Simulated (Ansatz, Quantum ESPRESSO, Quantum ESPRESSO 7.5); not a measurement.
# Evanescent states of AlN, zinc blende type, lattice constant set to 4.488 Å

How good a tunnel barrier is AlN, zinc blende type, lattice constant set to 4.488 Å?

Method: plane-wave DFT, PBE, GBRV ultrasoft pseudopotentials (cross-check by Ansatz 0.2.0 with PAW datasets), in Quantum ESPRESSO 7.5.

The structure was built from a prototype and need not be the compound's stable phase.

### Step 1. Starting point

Symmetry: F-43m, No. 216, cubic system. The conventional cell has a = 4.488 Å, b = 4.488 Å, c = 4.488 Å, α = 90.00°, β = 90.00°, γ = 90.00°. Nearest to Al lie 4 N at 1.94 Å. N has 4 Al at 1.94 Å nearest. Farther neighbours and most contacts between anions are not listed.

### Step 2. Ground state

pwcond needs a cell whose third axis lies along the current and stands perpendicular to the other two.

File scf.in:

```
&control
  prefix = 'scf'
  outdir = './out'
  pseudo_dir = './pseudo'
  calculation = 'scf'
  tprnfor = .true.
/
&system
  ibrav = 0
  nat = 4
  ntyp = 2
  ecutwfc = 40
  ecutrho = 200
  occupations = 'fixed'
  nbnd = 12
/
&electrons
  conv_thr = 1e-09
  mixing_beta = 0.6
  electron_maxstep = 120
/
ATOMIC_SPECIES
  Al  26.9815  al_pbe_v1.uspp.F.UPF
  N   14.0070  n_pbe_v1.2.uspp.F.UPF
CELL_PARAMETERS angstrom
  3.17349523396523 0.00000000000000 0.00000000000000
  0.00000000000000 3.17349523396523 0.00000000000000
  0.00000000000000 0.00000000000000 4.48800000000000
ATOMIC_POSITIONS crystal
  Al  0.000000000000 0.000000000000 0.000000000000
  N   0.500000000000 0.000000000000 0.250000000000
  Al  0.500000000000 0.500000000000 0.500000000000
  N   0.000000000000 0.500000000000 0.750000000000
K_POINTS automatic
  8 8 6 0 0 0
```

Started as:

```sh
$ OMP_NUM_THREADS=1 mpirun -n 2 pw.x -nk 2 -in scf.in > scf.out
```

Output:

```text
Program PWSCF v.7.5 starts
[citation notice left out]

     Parallel version (MPI & OpenMP), running on       2 processor cores
     Number of MPI processes:                 2
     Threads/MPI process:                     1

     MPI processes distributed on     1 nodes
[...]
Current dimensions of program PWSCF are:
     Max number of different atomic species (ntypx) = 10
     Max number of k-points (npk) =  40000
     Max angular momentum in pseudopotentials (lmaxx) =  4
     Found identity + ( -0.5000 -0.5000 -0.5000) symmetry
     This is a supercell, fractional translations are disabled
     Message from routine setup:
     using ibrav=0 with symmetry is DISCOURAGED, use correct ibrav instead

     K-points division:     npool     =       2
     Subspace diagonalization in iterative solution of the eigenvalue problem:
     a serial algorithm will be used

     G-vector sticks info
     --------------------
     sticks:   dense  smooth     PW     G-vecs:    dense   smooth      PW
     Sum         577     457    145                14607    10379    1891

     Using Slab Decomposition

     bravais-lattice index     =            0
     lattice parameter (alat)  =       5.9970  a.u.
     unit-cell volume          =     305.0178 (a.u.)^3
     number of atoms/cell      =            4
     number of atomic types    =            2
     number of electrons       =        16.00
     number of Kohn-Sham states=           12
     kinetic-energy cutoff     =      40.0000  Ry
     charge density cutoff     =     200.0000  Ry
     scf convergence threshold =      1.0E-09
     mixing beta               =       0.6000
     number of iterations used =            8  plain     mixing
     Exchange-correlation= SLA  PW   PBE  PBE
                           (   1   4   3   4   0   0   0)

     celldm(1)=   5.997037  celldm(2)=   0.000000  celldm(3)=   0.000000
     celldm(4)=   0.000000  celldm(5)=   0.000000  celldm(6)=   0.000000

     crystal axes: (cart. coord. in units of alat)
               a(1) = (   1.000000   0.000000   0.000000 )
               a(2) = (   0.000000   1.000000   0.000000 )
               a(3) = (   0.000000   0.000000   1.414214 )

     reciprocal axes: (cart. coord. in units 2 pi/alat)
               b(1) = (  1.000000  0.000000  0.000000 )
               b(2) = (  0.000000  1.000000  0.000000 )
               b(3) = (  0.000000  0.000000  0.707107 )

     PseudoPot. # 1 for Al read from file:
     ./pseudo/al_pbe_v1.uspp.F.UPF
     Pseudo is Ultrasoft + core correction, Zval =  3.0
     Generated by new atomic code, or converted to UPF format
     Using radial grid of  893 points,  3 beta functions with:
                l(1) =   0
                l(2) =   1
                l(3) =   2
     Q(r) pseudized with  8 coefficients,  rinner =    0.900   0.900   0.900
                                                       0.900   0.900

     PseudoPot. # 2 for N  read from file:
     ./pseudo/n_pbe_v1.2.uspp.F.UPF
     Pseudo is Ultrasoft + core correction, Zval =  5.0
     Generated by new atomic code, or converted to UPF format
     Using radial grid of  729 points,  4 beta functions with:
                l(1) =   0
                l(2) =   0
                l(3) =   1
                l(4) =   1
     Q(r) pseudized with  8 coefficients,  rinner =    0.900   0.900   0.900

     atomic species   valence    mass     pseudopotential
     Al                3.00    26.98150     Al( 1.00)
     N                 5.00    14.00700     N ( 1.00)

      8 Sym. Ops. (no inversion) found

   Cartesian axes

     site n.     atom                  positions (alat units)
         1        Al     tau(   1) = (   0.0000000   0.0000000   0.0000000  )
         2        N      tau(   2) = (   0.5000000   0.0000000   0.3535534  )
         3        Al     tau(   3) = (   0.5000000   0.5000000   0.7071068  )
         4        N      tau(   4) = (   0.0000000   0.5000000   1.0606602  )

     number of k points=    60
                       cart. coord. in units 2pi/alat
        k(    1) = (   0.0000000   0.0000000   0.0000000), wk =   0.0052083
        k(    2) = (   0.0000000   0.0000000   0.1178511), wk =   0.0104167
        k(    3) = (   0.0000000   0.0000000   0.2357023), wk =   0.0104167
        k(    4) = (   0.0000000   0.0000000  -0.3535534), wk =   0.0052083
        k(    5) = (   0.0000000   0.1250000   0.0000000), wk =   0.0208333
        k(    6) = (   0.0000000   0.1250000   0.1178511), wk =   0.0416667
        k(    7) = (   0.0000000   0.1250000   0.2357023), wk =   0.0416667
        k(    8) = (   0.0000000   0.1250000  -0.3535534), wk =   0.0208333
        k(    9) = (   0.0000000   0.2500000   0.0000000), wk =   0.0208333
        k(   10) = (   0.0000000   0.2500000   0.1178511), wk =   0.0416667
[...]
k(   60) = (  -0.5000000  -0.5000000  -0.3535534), wk =   0.0052083

     Dense  grid:    14607 G-vectors     FFT dimensions: (  27,  27,  40)

     Smooth grid:    10379 G-vectors     FFT dimensions: (  25,  25,  36)

     Estimated max dynamical RAM per process >      24.89 MB

     Estimated total dynamical RAM >      46.21 MB

     Initial potential from superposition of free atoms

     starting charge      15.9951, renormalised to      16.0000
     Starting wfcs are   16 randomized atomic wfcs

     total cpu time spent up to now is        0.5 secs

     per-process dynamical memory:    20.3 Mb

     Self-consistent Calculation

     iteration #  1     ecut=    40.00 Ry     beta= 0.60
     Davidson diagonalization with overlap
     ethr =  1.00E-02,  avg # of iterations =  3.5

     total cpu time spent up to now is        1.2 secs

     total energy              =     -53.63833045 Ry
     estimated scf accuracy    <       1.18372509 Ry

     iteration #  2     ecut=    40.00 Ry     beta= 0.60
[...]
total energy              =     -54.01147320 Ry
     estimated scf accuracy    <       0.49790305 Ry

     iteration #  3     ecut=    40.00 Ry     beta= 0.60
[...]
total energy              =     -54.08718142 Ry
     estimated scf accuracy    <       0.00829366 Ry

     iteration #  4     ecut=    40.00 Ry     beta= 0.60
[...]
total energy              =     -54.08950380 Ry
     estimated scf accuracy    <       0.00578409 Ry

     iteration #  5     ecut=    40.00 Ry     beta= 0.60
[...]
total energy              =     -54.08989616 Ry
     estimated scf accuracy    <       0.00046306 Ry

     iteration #  6     ecut=    40.00 Ry     beta= 0.60
[...]
total energy              =     -54.08990015 Ry
     estimated scf accuracy    <       0.00007887 Ry

     iteration #  7     ecut=    40.00 Ry     beta= 0.60
[...]
total energy              =     -54.08992989 Ry
     estimated scf accuracy    <       0.00002326 Ry

     iteration #  8     ecut=    40.00 Ry     beta= 0.60
[...]
total energy              =     -54.08993027 Ry
     estimated scf accuracy    <       0.00000380 Ry

     iteration #  9     ecut=    40.00 Ry     beta= 0.60
[...]
total energy              =     -54.08993051 Ry
     estimated scf accuracy    <       0.00000051 Ry

     iteration # 10     ecut=    40.00 Ry     beta= 0.60
[...]
total energy              =     -54.08993046 Ry
     estimated scf accuracy    <       0.00000018 Ry

     iteration # 11     ecut=    40.00 Ry     beta= 0.60
[...]
End of self-consistent calculation

          k = 0.0000 0.0000 0.0000 (  1281 PWs)   bands (ev):

    -8.4247  -6.0171   1.4476   4.4173   4.4173   6.1426   6.1426   6.1426
     9.4102   9.6200  14.1973  17.8230

          k = 0.0000 0.0000 0.1179 (  1305 PWs)   bands (ev):

    -8.3006  -6.2370   1.7001   4.5138   4.5138   5.5397   6.0017   6.0017
     9.7815  10.2816  14.3759  17.3723

          k = 0.0000 0.0000 0.2357 (  1297 PWs)   bands (ev):

    -7.9430  -6.7742   2.3694   4.4175   4.7884   4.7884   5.6403   5.6403
    10.7509  11.3947  14.8883  16.3998

          k = 0.0000 0.0000-0.3536 (  1298 PWs)   bands (ev):

    -7.4009  -7.4009   3.3100   3.3100   5.1932   5.1932   5.1932   5.1932
    11.6772  11.6772  15.5772  15.5772

          k = 0.0000 0.1250 0.0000 (  1284 PWs)   bands (ev):

    -8.2855  -6.0068   1.6049   3.7771   4.5190   5.3520   5.9766   6.1365
    10.0011  10.3348  14.6991  17.4207

          k = 0.0000 0.1250 0.1179 (  1300 PWs)   bands (ev):

    -8.1651  -6.2074   1.7544   3.9915   4.6113   4.7471   6.0076   6.0632
    10.3389  10.7651  14.8510  17.1409

[...]
highest occupied, lowest unoccupied level (ev):     6.1426    9.4102

!    total energy              =     -54.08993051 Ry
     estimated scf accuracy    <          9.5E-10 Ry

     The total energy is the sum of the following terms:
     one-electron contribution =      -3.68676275 Ry
     hartree contribution      =      11.62928648 Ry
     xc contribution           =     -19.59843415 Ry
     ewald contribution        =     -42.43402008 Ry

     convergence has been achieved in  11 iterations

     Forces acting on atoms (cartesian axes, Ry/au):

     atom    1 type  1   force =     0.00000000    0.00000000    0.00000000
     atom    2 type  2   force =     0.00000000    0.00000000    0.00000275
     atom    3 type  1   force =     0.00000000    0.00000000    0.00000000
     atom    4 type  2   force =     0.00000000    0.00000000   -0.00000275

     Total force =     0.000004     Total SCF correction =     0.000001
     SCF correction compared to forces is large: reduce conv_thr to get better values

[...]
=------------------------------------------------------------------------------=
   JOB DONE.
=------------------------------------------------------------------------------=
```

Wall time 7 s (2 MPI ranks of Arm Neoverse V1, shared host); peak memory 0.13 GiB; 14 s of CPU time.

Read from the output:

```
free energy                          : -735.9310 eV
valence top, on the run's zero       : 6.143 eV
conduction bottom, on the run's zero : 9.410 eV
gap by band count                    : 3.268 eV
```

The run needed 11 iterations to bring the estimated error under 1e-09 Ry.

[end of part 1 of 3]

[Logs are printed without paths, hosts, clocks, repeated set-up lines and the standing remarks that a program may print on its own settings, such as how far it seeks lower states.]

[Hosts, paths, dates, database ids (printed as entryN), source tags and the programs' standing remarks are cut or masked in the printed files.]

[Maps of the electrostatic potential energy from Ansatz leave out the sawtooth potential of an applied field or a dipole correction, so their vacuum need not be flat; planar profiles and work functions include it.]
